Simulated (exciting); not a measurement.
Two BSE runs for the Zr L₃ edge of ZrBrN, space group Pmmn. Run A: exciting, all-electron LAPW+lo, LDA, exchange and screened direct term (singlet BSE), 4×3×1 shifted k points, 53 conduction bands, |G+q| up to 3 bohr⁻¹ (2 in the exchange term), full RPA screening with nempty = 87, Lorentzian half width 0.79 eV. Run B has a fault in its input.

Energy from the Kohn–Sham onset, core level to the lowest empty state found on the meshes used; one zero for both, scaled to A's maximum:

| E (eV) | A | B |
| --- | --- | --- |
| -8.5 | 0.02 | 0.00 |
| -8.0 | 0.02 | 0.00 |
| -7.5 | 0.02 | 0.00 |
| -7.0 | 0.02 | 0.00 |
| -6.5 | 0.03 | 0.01 |
| -6.0 | 0.03 | 0.01 |
| -5.5 | 0.04 | 0.01 |
| -5.0 | 0.05 | 0.01 |
| -4.5 | 0.07 | 0.01 |
| -4.0 | 0.09 | 0.01 |
| -3.5 | 0.12 | 0.02 |
| -3.0 | 0.18 | 0.03 |
| -2.5 | 0.28 | 0.04 |
| -2.0 | 0.50 | 0.06 |
| -1.5 | 0.86 | 0.10 |
| -1.0 | 0.97 | 0.17 |
| -0.5 | 0.76 | 0.28 |
| 0.0 | 0.65 | 0.29 |
| 0.5 | 0.55 | 0.22 |
| 1.0 | 0.46 | 0.16 |
| 1.5 | 0.39 | 0.11 |
| 2.0 | 0.36 | 0.06 |
| 2.5 | 0.34 | 0.04 |
| 3.0 | 0.32 | 0.03 |
| 3.5 | 0.25 | 0.02 |
| 4.0 | 0.18 | 0.02 |
| 4.5 | 0.14 | 0.01 |
| 5.0 | 0.13 | 0.01 |
| 5.5 | 0.12 | 0.01 |
| 6.0 | 0.11 | 0.01 |
| 6.5 | 0.11 | 0.01 |
| 7.0 | 0.10 | 0.00 |
| 7.5 | 0.10 | 0.00 |
| 8.0 | 0.10 | 0.00 |
| 8.5 | 0.10 | 0.00 |
| 9.0 | 0.09 | 0.00 |
| 9.5 | 0.09 | 0.00 |
| 10.0 | 0.08 | 0.00 |
| 10.5 | 0.09 | 0.00 |
| 11.0 | 0.09 | 0.00 |
| 11.5 | 0.10 | 0.00 |
| 12.0 | 0.10 | 0.00 |
| 12.5 | 0.09 | 0.00 |
| 13.0 | 0.08 | 0.00 |
| 13.5 | 0.07 | 0.00 |
| 14.0 | 0.07 | 0.00 |
| 14.5 | 0.07 | 0.00 |
| 15.0 | 0.07 | 0.00 |
| 15.5 | 0.06 | 0.00 |
| 16.0 | 0.07 | 0.00 |
| 16.5 | 0.07 | 0.00 |
| 17.0 | 0.08 | 0.00 |
| 17.5 | 0.08 | 0.00 |
| 18.0 | 0.08 | 0.00 |
| 18.5 | 0.08 | 0.00 |
| 19.0 | 0.09 | 0.00 |
| 19.5 | 0.08 | 0.00 |
| 20.0 | 0.08 | 0.00 |
| 20.5 | 0.08 | 0.00 |
| 21.0 | 0.07 | 0.00 |
| 21.5 | 0.06 | 0.00 |
| 22.0 | 0.05 | 0.00 |
| 22.5 | 0.05 | 0.00 |

Q: What most likely went wrong in run B?

Far too few conduction bands in the BSE (conduction bands from 53 to 3). The spectrum differs from run A by 79 % r.m.s. The highest maximum lies at -0.2 eV (0.30), against -1.2 eV (1.00). The first bright state moves from -1.25 to -0.52 eV. Transitions to the missing bands are absent and can't mix into the lines that are left. Other settings could leave a like mark; this is the change that was made.

[Hosts, paths, dates, database ids (printed as entryN), source tags and the programs' standing remarks are cut or masked in the printed files.]
